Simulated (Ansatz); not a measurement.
# What WS2 monolayer (1T) distorts into

Aim: this structure of WS2 monolayer (1T) is to be tested for unstable modes, and one is followed downhill.

Calculated with Ansatz 0.2.0; DFT PBEsol, scalar-relativistic, plane waves, PAW; PAW set soft_1.

**1. Starting point**

The cell holds 3 atoms: 1 W and 2 S. Cell: a = 3.145 Å, b = 3.145 Å, c = 29.504 Å, α = 90.0°, β = 90.0°, γ = 120.0°. It derives from WS2. Vacuum lies along c.

**2. Response at finite wavevector**

The cell comes from relaxations at this level that are not shown. Stability and thermal properties need the whole zone. Linear response on a 6×6×1 q mesh gives force constants as far as a supercell of that size would.

Contents of input.yaml:

```yaml
crystal:
  lattice:
    - [3.1452997703, 0.0, 0.0]
    - [-1.5726498852, 2.7239095036, 0.0]
    - [0.0, 0.0, 29.504]
  atoms:
    - { symbol: W, position: [0.0, 0.0, 0.3389370933] }
    - { symbol: S, position: [0.3333333333, 0.6666666667, 0.392828632] }
    - { symbol: S, position: [0.6666666667, 0.3333333333, 0.2850455545] }
  periodic: [true, true, false]
kpoints:
  mp_grid: { grid: [18, 18, 1] }
hamiltonian:
  xc: pbesol
  pseudopotentials: { kind: paw, azcp: { folder: soft_1 }, xc_functional: pbe }
scf:
  occupations: { method: methfessel_paxton, width: 0.2 }
output:
  eigenvalues: true
phonons:
  method: dfpt
  qmesh: [6, 6, 1]
  temperatures: { t_max: 1000, t_step: 50 }
  qpath:
    path:
      - [0.0, 0.0, 0.0]
      - [0.5, 0.0, 0.0]
      - [0.33333333, 0.33333333, 0.0]
      - [0.0, 0.0, 0.0]
    npoints: 10
```

The run is started by

```sh
> ansatz run input.yaml --threads 4 --pin off --max-ram 16384MiB --backend cpu --events-out ev --progress --plain --runs-dir out
```

Numbers of over 12 decimals in the logs are rounded to 6 here.

The program printed:

```text
Warning: crystal.symmetry: narrowed to the stabiliser of the run's FFT grids — unitary ops 12 → 6. A phonons.method: dfpt run fills in the rows of the dynamical matrix that it does not solve by its symmetry operations, which is exact only for operations that map its FFT grids onto themselves: filled in by any other, the frequencies could depend on the order in which like atoms are typed, or, by more than the grids' own error, on where the crystal sits among the grids' points. Excluded: 6 operations. The run can therefore solve more perturbations, solve them on more k-points, or both, and cost more. [rest of the remark cut]
Engine: ansatz 0.2.0, aarch64-unknown-linux-gnu
Pseudopotentials: kind: paw
Pseudopotential: W, paw, valence charge 14, recommended cutoff 420 eV (normal), soft_1/W.paw.azcp
Pseudopotential: S, paw, valence charge 6, recommended cutoff 420 eV (normal), soft_1/S.paw.azcp
Functional definition: PBEsol
  exchange = pbesol_x
  correlation = pbesol_c
Crystal: 3 atoms, lattice volume = 252.776 Å³
Basis set: ecut = 420 eV, 4923 PW (Γ), exchange–correlation on 48×48×400 points (8 copies of the dense FFT grid, shifted against one another)
Bands: 17, of which v1, the nominal top of the filled ones, is band 13 counted from 1 (12 counted from 0)
Symmetry: 12 space group operations
k-points: 37 of 324 (irreducible under 6 space group operations, time reversal used)
Non-local potential: W, projectors of the file, l = 0: 3, l = 1: 2, l = 2: 2, l = 3: 1
Non-local potential: S, projectors of the file, l = 0: 2, l = 1: 2, l = 2: 1
PAW form: soft (Blöchl's): semilocal exchange-correlation on the pseudo side does not see the compensation charge
PAW frozen core: W, regenerated for the run's functional, and the local potential with it (the file was generated under x = pbe(κ = 0.804, μ = 0.219515), c = pbe(β = 0.066725))
PAW frozen core: S, regenerated for the run's functional, and the local potential with it (the file was generated under x = pbe(κ = 0.804, μ = 0.219515), c = pbe(β = 0.066725))
PAW one-centre angular grid: W, 590 points (default); XC on 64 Gauss nodes
PAW one-centre angular grid: S, 110 points (default); XC on 64 Gauss nodes
Initial density: superposition of atomic densities (neutral atoms: chi_scale 0, normalization atom)
Initial wavefunctions: pseudopotential atomic-orbital guess
Functional: x = pbesol(κ = 0.804, μ = 0.123457), c = pbesol(β = 0.046)
SCF iter   1: F=—  HF=-12029.580221 eV  |F-HF|=—  |Δ(HF+E_count)|=         —  Δρ=2.03e-2  dr2=1.22e0  ethr=3.10e-3  ⟨swp⟩=16.5  Hψ=6941  notcnv=0
preconditioner: auto → LDOS  [insulator: Δε(μ)=0.178 eV  Ē_g=8.916 eV  σ=0.200 eV  W_gap=0.57  n_scr=16 (ndim 8)  ℏωp=9.9 eV  f_vac=0.755  D(μ)=0.93/eV (n_scr^D=6)  ε∞_Penn≈2.2  β→1.0]
SCF iter   2: F=—  HF=-12029.368157 eV  |F-HF|=—  |Δ(HF+E_count)|=   2.12e-1  S|Δr|=    0.00e0  Δρ=1.14e-2  dr2=6.53e-1  ethr=3.10e-3  ⟨swp⟩=4.9  Hψ=2322  notcnv=0
SCF iter   3: F=—  HF=-12029.161257 eV  |F-HF|=—  |Δ(HF+E_count)|=   2.07e-1  S|Δr|=    0.00e0  Δρ=2.02e-3  dr2=1.57e-2  ethr=2.51e-3  ⟨swp⟩=3.5  Hψ=1591  notcnv=0
SCF iter   4: F=—  HF=-12029.159516 eV  |F-HF|=—  |Δ(HF+E_count)|=   1.74e-3  S|Δr|=    0.00e0  Δρ=6.81e-4  dr2=1.53e-3  ethr=6.03e-5  ⟨swp⟩=3.4  Hψ=1564  notcnv=0
SCF iter   5: F=—  HF=-12029.159155 eV  |F-HF|=—  |Δ(HF+E_count)|=   3.60e-4  S|Δr|=    0.00e0  Δρ=1.61e-4  dr2=2.77e-5  ethr=5.89e-6  ⟨swp⟩=3.8  Hψ=1500  notcnv=0
SCF iter   6: F=—  HF=-12029.159178 eV  |F-HF|=—  |Δ(HF+E_count)|=   2.24e-5  S|Δr|=    0.00e0  Δρ=2.65e-5  dr2=2.18e-6  ethr=1.06e-7  ⟨swp⟩=3.7  Hψ=1544  notcnv=0
SCF iter   7: F=—  HF=-12029.159064 eV  |F-HF|=—  |Δ(HF+E_count)|=   1.13e-4  S|Δr|=    0.00e0  Δρ=6.06e-6  dr2=7.50e-8  ethr=8.39e-9  ⟨swp⟩=3.8  Hψ=1437  notcnv=0
SCF iter   8: F=—  HF=-12029.159065 eV  |F-HF|=—  |Δ(HF+E_count)|=   1.40e-7  S|Δr|=    0.00e0  Δρ=1.46e-6  dr2=4.83e-9  ethr=2.88e-10  ⟨swp⟩=3.1  Hψ=1382  notcnv=0
SCF iter   9: F=—  HF=-12029.159065 eV  |F-HF|=—  |Δ(HF+E_count)|=   7.72e-9  S|Δr|=    0.00e0  Δρ=4.87e-7  dr2=4.25e-10  ethr=1.86e-11  ⟨swp⟩=3.6  Hψ=1563  notcnv=0
SCF iter  10: F=—  HF=-12029.159065 eV  |F-HF|=—  |Δ(HF+E_count)|=  3.06e-10  S|Δr|=    0.00e0  Δρ=1.11e-7  dr2=2.34e-11  ethr=1.64e-12  ⟨swp⟩=4.0  Hψ=1607  notcnv=0
SCF iter  11: F=-12029.159065 eV  HF=-12029.159065 eV  |F-HF|=3.64e-12  |Δ(HF+E_count)|=  6.18e-11  S|Δr|=    0.00e0  Δρ=7.52e-9  dr2=1.34e-13  ethr=1.00e-12  ⟨swp⟩=15.2  Hψ=5490  notcnv=0
SCF 1 converged in 11 iterations: F = -12029.159065 eV  dr2 = 1.34e-13
  greatest PAW one-centre occupation: 0.999 electrons in one spin orbital (limit 2), on the W atom at site 0 (counted from 0), in its partial waves of l = 0
phonons: the bands overlap, so this run is a metal and interpolates without the dipole-dipole term. If the crystal is really an insulator or semiconductor, its LO-TO splitting is missing
NSCF: frozen V_eff on 37 k-points
NSCF: frozen V_eff on 91 k-points
DFPT response loops at q = (0, 0, 0) (fractional): preconditioner auto → none (partly filled bands, converged f_vac=0.761); β = 0.50; Broyden in place of MSR1
NSCF: frozen V_eff on 342 k-points
DFPT response loops at q = (0, 0.166667, 0) (fractional): mixed as the last ones told, above
NSCF: frozen V_eff on 342 k-points
DFPT response loops at q = (0, 0.333333, 0) (fractional): mixed as the last ones told, above
NSCF: frozen V_eff on 182 k-points
DFPT response loops at q = (0, -0.5, 0) (fractional): mixed as the last ones told, above
NSCF: frozen V_eff on 648 k-points
DFPT response loops at q = (0.166667, 0.166667, 0) (fractional): mixed as the last ones told, above
NSCF: frozen V_eff on 648 k-points
DFPT response loops at q = (0.166667, 0.333333, 0) (fractional): mixed as the last ones told, above
NSCF: frozen V_eff on 342 k-points
DFPT response loops at q = (0.333333, 0.333333, 0) (fractional): mixed as the last ones told, above
SCF converged after 11 iterations
Stability not checked: this state was not tested for a lower state beside it, because cold or Methfessel-Paxton smearing, or corrected tetrahedra, fill the levels in a way that the test cannot read (fill_not_monotonic; see scf.lower_state_search)
Free energy (F): -12029.159065 eV
Harris-Foulkes:  -12029.159065 eV  (|F-HF|=3.64e-12)
Internal energy: -12029.162084 eV  (E = F + TS)
E sigma→0 (E₀):  -12029.159819 eV
Entropy (-TS):   0.003020 eV (1.007 meV/atom)
Fermi energy:    -4.888024 eV
Step filling:    the computed levels leave a gap of 0.0070 eV = 0.0 smearing widths at the electron count; against every level under it full and every level over it empty, smearing changes F+E_penalty+E_count by +0.582 meV and its σ→0 estimate by -0.173 meV
--- Per-component energies (eV) ---
  E_band       = -623.908072
  E_kinetic    = 634.404449
  E_local      = -43856.252642  (includes V_loc(G=0)·N_el)
  E_nonlocal   = 46.946364
  E_hartree    = 21565.584065
  E_xc         = -442.162808
  E_vxc        = -396.598279  (∫ρ·V_xc dr)
  E_paw        = -9635.721151  (= ΣΔE_a)
  E_vpaw       = -183.576277  (= ΣTr[D̂ρ^β])
  E_aug_tail   = 0.000156  (compensation charges beyond the density's cutoff)
  E_ewald      = 19657.693726
  E_core_change = 0.345757  (= ΣΔE_core)
  E_smearing   = 0.003020  (= −TS)
  E_closure    = 0.000000  (closes the sum)
  Σ components = -12029.159065   (vs F -12029.159065, Δ=0.00e0)
--- Band table (eV; the first three rows and the last of 37) ---
  k-point 0: bands = [... 9 lower, -8.2893, -5.9975, -5.6835, -5.6835, -5.2435, -5.2435, -1.3841, -1.3841]
  k-point 1: bands = [... 9 lower, -8.0586, -6.2536, -6.0143, -5.9159, -5.0053, -4.9187, -1.5760, -1.4082]
  k-point 2: bands = [... 9 lower, -7.7866, -7.0456, -6.4513, -5.9838, -4.7734, -4.5001, -1.9564, -1.4503]
  k-point 36: bands = [... 9 lower, -9.1335, -9.1335, -9.0807, -4.2888, -4.2888, -3.8400, -1.1442, -1.1442]
--- Phonons (Γ-DFPT): 6 representative perturbations + reference (Σ response iterations 27) ---
  ASR residual: 1.691e-5 → 0.000e0 eV/Å²; symmetrization residual: 8.723e-6 eV/Å²
  The last average, over the group as it would stand without the narrowing to the FFT grids, took up to 2.431e-7 eV/Å² of the zone centre's force constants
  ASR residual per site (eV/Å²): 1.08e-5 1.67e-5 1.69e-5
  Γ frequencies (cm⁻¹): 0.00 0.00 0.00 225.84 225.84 276.00 276.00 371.30 383.39
--- Phonons (arbitrary-q DFPT): 7 irreducible q on the 6×6×1 mesh ---
  q = [0.0000, 0.0000, 0.0000] (star 1, of the zone-centre solve; hermiticity 6.79e-7, symmetrization 2.14e-11, taken by the last average 9.46e-9): -0.00 0.00 0.00 225.84 225.84 276.00 276.00 371.30 383.39
  q = [0.0000, 0.1667, 0.0000] (star 6, 9 solved perturbations on 171 of 324 k-point pairs; hermiticity 4.74e-7, symmetrization 2.34e-10, taken by the last average 1.06e-7): 36.23 58.37 77.61 246.77 269.26 289.28 300.13 371.72 385.60
  q = [0.0000, 0.3333, 0.0000] (star 6, 9 solved perturbations on 171 of 324 k-point pairs; hermiticity 4.21e-7, symmetrization 3.43e-10, taken by the last average 1.48e-7): -41.82 88.15 94.51 270.64 298.55 315.19 337.34 359.51 375.23
  q = [0.0000, -0.5000, 0.0000] (star 3, 9 solved perturbations on 91 of 324 k-point pairs; hermiticity 3.81e-7, symmetrization 1.57e-10, taken by the last average 1.57e-7): -212.02 56.12 117.21 281.76 298.94 325.74 342.15 359.86 373.49
  q = [0.1667, 0.1667, 0.0000] (star 6, 6 solved perturbations in 1485 linear systems a pass and spin channel, the states on 324 of 324 k-point pairs; hermiticity 5.28e-7, symmetrization 2.66e-10, taken by the last average 1.37e-7): 78.03 88.05 89.87 261.83 287.98 303.87 329.06 363.09 369.10
  q = [0.1667, 0.3333, 0.0000] (star 12, 9 solved perturbations on 324 of 324 k-point pairs: no pair is spared here; hermiticity 3.94e-7, symmetrization 0.00e0, taken by the last average 1.79e-7): -157.69 54.87 111.56 286.53 303.51 323.85 345.86 350.67 364.65
  q = [0.3333, 0.3333, 0.0000] (star 2, 6 solved perturbations in 705 linear systems a pass and spin channel, the states on 171 of 324 k-point pairs; hermiticity 3.62e-7, symmetrization 1.07e-7, taken by the last average 8.16e-8): -152.50 -152.50 114.86 309.16 315.50 315.50 339.85 344.18 344.18
  sum rule: each row above includes the acoustic sum rule's correction from the zone centre's row sums; it moved no ω² by more than (0.38 cm⁻¹)²
  mesh force constants: q→R imaginary residual 3.10e-18; ASR residual 1.691e-5 → 0.000e0 eV/Å²; symmetrization residual 5.329e-15 eV/Å²
  interpolated dispersion: 31 rows × 9 modes
  density of states and harmonic sums: on the 24×24×1 q-mesh, interpolated from the force constants of a 6×6×1 supercell (no non-analytic term)
  largest difference from the sums on the solved wave vectors: F 1.86e-2 eV, S 2.22e-5 and C_V 3.59e-6 eV/K
  zero-point energy: 0.131168 eV/cell   skipped modes (ω ≤ 0): 47, of them read as no rigid motion or as one in doubt: 44 (7.309e-1 modes/cell left out, lowest -212.02 cm⁻¹)   left out of the sums: 8.18e-2 of the cell's modes: C_V's classical limit lies that fraction below 3 k_B per atom; for a crystal, a wire or a layer, F and S can be off by more, and a phonons.interpolated_qmesh denser along its periods is the remedy for the sampling
```

Wall time 22 min (4 threads of Arm Neoverse V1, shared host); peak memory 3.1 GiB.

Numbers from this step:

| Property | Result |
| --- | --- |
| gap on the k-mesh | 0 eV |
| sum-rule residual before enforcement | 1.69e-5 eV/Å² |
| lowest frequency on the path | -212.0 cm⁻¹ |
| point group | -3m |
| highest frequency on the path or at a solved wavevector | 386.9 cm⁻¹ |
| area per atom | 2.856 Å² |
| highest optical mode at the zone centre (no LO-TO term) | 383.4 cm⁻¹ |
| lowest optical zone-centre mode | 225.8 cm⁻¹ |
| lowest mode on the q mesh (acoustic modes at Γ apart) | -212.0 cm⁻¹ |

Frequencies (cm⁻¹) solved at each irreducible wavevector; negative means imaginary. Frequencies by wavevector, by row:

```
q in reciprocal lattice units  star  mode 1  mode 2  mode 3  mode 4  mode 5  mode 6  mode 7  mode 8  mode 9
                        0 0 0     1       0       0       0   225.8   225.8     276     276   371.3   383.4
                   0 0.1667 0     6    36.2    58.4    77.6   246.8   269.3   289.3   300.1   371.7   385.6
                   0 0.3333 0     6   -41.8    88.2    94.5   270.6   298.6   315.2   337.3   359.5   375.2
                     0 -0.5 0     3    -212    56.1   117.2   281.8   298.9   325.7   342.1   359.9   373.5
              0.1667 0.1667 0     6      78      88    89.9   261.8     288   303.9   329.1   363.1   369.1
              0.1667 0.3333 0    12  -157.7    54.9   111.6   286.5   303.5   323.9   345.9   350.7   364.6
              0.3333 0.3333 0     2  -152.5  -152.5   114.9   309.2   315.5   315.5   339.9   344.2   344.2
```

Interpolated from a 6×6×1 q mesh. The phonon branches at the labelled points (cm⁻¹):

```
  point  branch 1  branch 2  branch 3  branch 4  branch 5  branch 6  branch 7  branch 8  branch 9
      Γ         0         0         0       226       226       276       276       371       383
halfway        68        79        96       259       296       300       316       370       377
      M      -212        56       117       282       299       326       342       360       374
halfway      -191       -22       116       291       304       328       343       354       362
      K      -152      -152       115       309       316       316       340       344       344
halfway        78        88        90       262       288       304       329       363       369
      Γ         0         0         0       226       226       276       276       371       383
```

The phonon branches as a text plot (rows in cm⁻¹):

```
    374 |**************************            ******************
    349 |             ******************************
    325 |         ********************************  *****
    300 |   *************************************************
    275 |*********  ***************            *****  ***********
    250 |   ********                                *********
    225 |*****                                               ****
    200 |
    175 |
    150 |
    125 |                 *******************
    100 |       ****  ****                   ************
     75 |     **************                   ************
     50 |   ******          *******                   ***  **
     25 | ******                                  **     *******
      0 |***                                                 ****
    -25 |                          *
    -50 |                           *        **
    -75 |             **
   -100 |                            *         ***
   -125 |                             ***  **
   -150 |               **               **  **
   -175 |                           *****  **
   -200 |                 **********
         Γ                   M           K                      Γ
```

Symmetry leaves 7 wavevectors to solve. The lowest mode among them, the acoustic zeros apart, lies at q = (0, -0.5, 0) and is imaginary, 212.0i cm⁻¹, so the energy falls along it.

**3. The mode frozen in, largest atomic shift 0 Å**

The mode followed lies at q = (0.333, 0.333, 0) with frequency 152.5i cm⁻¹ and is 2-fold degenerate, one of the unstable modes though not the softest. At small amplitude the distorted cell has space group no. 12 by a symmetry search on the positions. The undistorted cell that holds it gives the zero of energy on the same k mesh.

System of this step: WS2 monolayer (1T). The cell holds 9 atoms: 3 W and 6 S. Cell: a = 5.448 Å, b = 5.448 Å, c = 29.504 Å, α = 90.0°, β = 90.0°, γ = 60.0°. It derives from WS2. Vacuum lies along c.

Contents of input.yaml:

```yaml
crystal:
  lattice:
    - [4.7179496554, 2.7239095036, 0.0]
    - [0.0, 5.4478190071, 0.0]
    - [0.0, 0.0, 29.504]
  atoms:
    - { symbol: W, position: [0.0, 0.0, 0.3389370933] }
    - { symbol: W, position: [0.3333333333, 0.3333333333, 0.3389370933] }
    - { symbol: W, position: [0.6666666667, 0.6666666667, 0.3389370933] }
    - { symbol: S, position: [1.0, 0.3333333333, 0.392828632] }
    - { symbol: S, position: [0.3333333333, 0.6666666667, 0.392828632] }
    - { symbol: S, position: [0.6666666667, 1.0, 0.392828632] }
    - { symbol: S, position: [0.3333333333, 0.0, 0.2850455545] }
    - { symbol: S, position: [0.6666666667, 0.3333333333, 0.2850455545] }
    - { symbol: S, position: [0.0, 0.6666666667, 0.2850455545] }
  periodic: [true, true, false]
kpoints:
  mp_grid: { grid: [9, 9, 1] }
hamiltonian:
  xc: pbesol
  pseudopotentials: { kind: paw, azcp: { folder: soft_1 }, xc_functional: pbe }
scf:
  occupations: { method: methfessel_paxton, width: 0.2 }
output:
  forces: true
  stress: true
  eigenvalues: true
```

The program printed:

```text
[...]
Crystal: 9 atoms, lattice volume = 758.328 Å³
Basis set: ecut = 420 eV, 14757 PW (Γ), exchange–correlation on 80×80×400 points (8 copies of the dense FFT grid, shifted against one another)
Bands: 48, of which v1, the nominal top of the filled ones, is band 39 counted from 1 (38 counted from 0)
Symmetry: 36 space group operations
[...]
k-points: 12 of 81
[...]
k-point 0: bands = [... 35 lower, -5.6829, -5.6829, -5.2441, -5.2441, -4.2884, -4.2884, -4.2884, -4.2884, ... 5 higher]
  k-point 1: bands = [... 35 lower, -6.1399, -5.8997, -4.9348, -4.9348, -4.8793, -4.5882, -4.4595, -3.8897, ... 5 higher]
  k-point 2: bands = [... 35 lower, -6.7245, -5.9105, -5.5625, -4.7825, -4.7620, -4.5654, -4.5640, -3.4918, ... 5 higher]
  k-point 11: bands = [... 35 lower, -6.9840, -6.9157, -6.9157, -6.9157, -3.6824, -3.6824, -3.6824, -3.5431, ... 5 higher]
[key lines of the parts left out:]
SCF converged after 8 iterations
Free energy (F): -36087.473765 eV
Fermi energy:    -4.896491 eV
P = ½ c Tr σ = -0.0117 N/m
```

Run time: 11 s. Hardware: 4 threads; peak memory 1.4 GiB; 41 s of CPU time.

Numbers from this step:

```yaml
energy_from_the_undistorted_cell: 0 meV/atom
```

**4. The mode frozen in, largest atomic shift 0.22 Å**

The atoms are moved along the unstable eigenvector, the largest shift by 0.22 Å, with the cell fixed.

input.yaml, the sections that differ from step 3:

```yaml
crystal:
  lattice:
    - [4.7179496554, 2.7239095036, 0.0]
    - [0.0, 5.4478190071, 0.0]
    - [0.0, 0.0, 29.504]
  atoms:
    - { symbol: W, position: [0.0233149638, -0.0466301983, 0.3389370858] }
    - { symbol: W, position: [0.3333335362, 0.3333331061, 0.3389370933] }
    - { symbol: W, position: [0.6433514999, 0.7132970922, 0.3389371007] }
    - { symbol: S, position: [0.9943955357, 0.3333331483, 0.3895885222] }
    - { symbol: S, position: [0.3389379977, 0.6610619992, 0.3944486903] }
    - { symbol: S, position: [0.6666662633, 1.0056048525, 0.394448566] }
    - { symbol: S, position: [0.3277286202, 0.0056046617, 0.2834254787] }
    - { symbol: S, position: [0.6722713285, 0.3333331663, 0.2882856519] }
    - { symbol: S, position: [5.14e-08, 0.6610619687, 0.2834254741] }
  periodic: [true, true, false]
# kpoints, hamiltonian, scf, output: as in step 3
```

The program printed:

```text
[...]
k-point 0: bands = [... 35 lower, -5.7220, -5.7201, -5.3521, -5.2743, -4.6561, -4.4445, -4.4375, -3.9944, ... 5 higher]
  k-point 1: bands = [... 35 lower, -6.0083, -5.9225, -5.7450, -4.9110, -4.6118, -4.6110, -4.2914, -3.8153, ... 5 higher]
  k-point 2: bands = [... 35 lower, -6.4957, -6.2114, -5.9201, -4.9189, -4.7835, -4.4001, -4.1042, -3.4693, ... 5 higher]
  k-point 24: bands = [... 35 lower, -7.1785, -6.7690, -6.5791, -6.0306, -4.2544, -4.1759, -3.7417, -2.8878, ... 5 higher]
[key lines of the parts left out:]
SCF converged after 9 iterations
Free energy (F): -36087.791912 eV
Fermi energy:    -4.914302 eV
P = ½ c Tr σ = 1.4913 N/m
```

Wall time 23 s (4 threads); peak memory 1.6 GiB.

Numbers from this step:

| Property | Result |
| --- | --- |
| energy from the undistorted cell | -35.59 meV/atom |

The energy, extrapolated to zero smearing, is -35.59 meV/atom against the undistorted cell.

[end of part 1 of 3]

[Logs are printed without paths, hosts, clocks, repeated set-up lines and the standing remarks that a program may print on its own settings, such as how far it seeks lower states.]

[Hosts, paths, dates, database ids (printed as entryN), source tags and the programs' standing remarks are cut or masked in the printed files.]
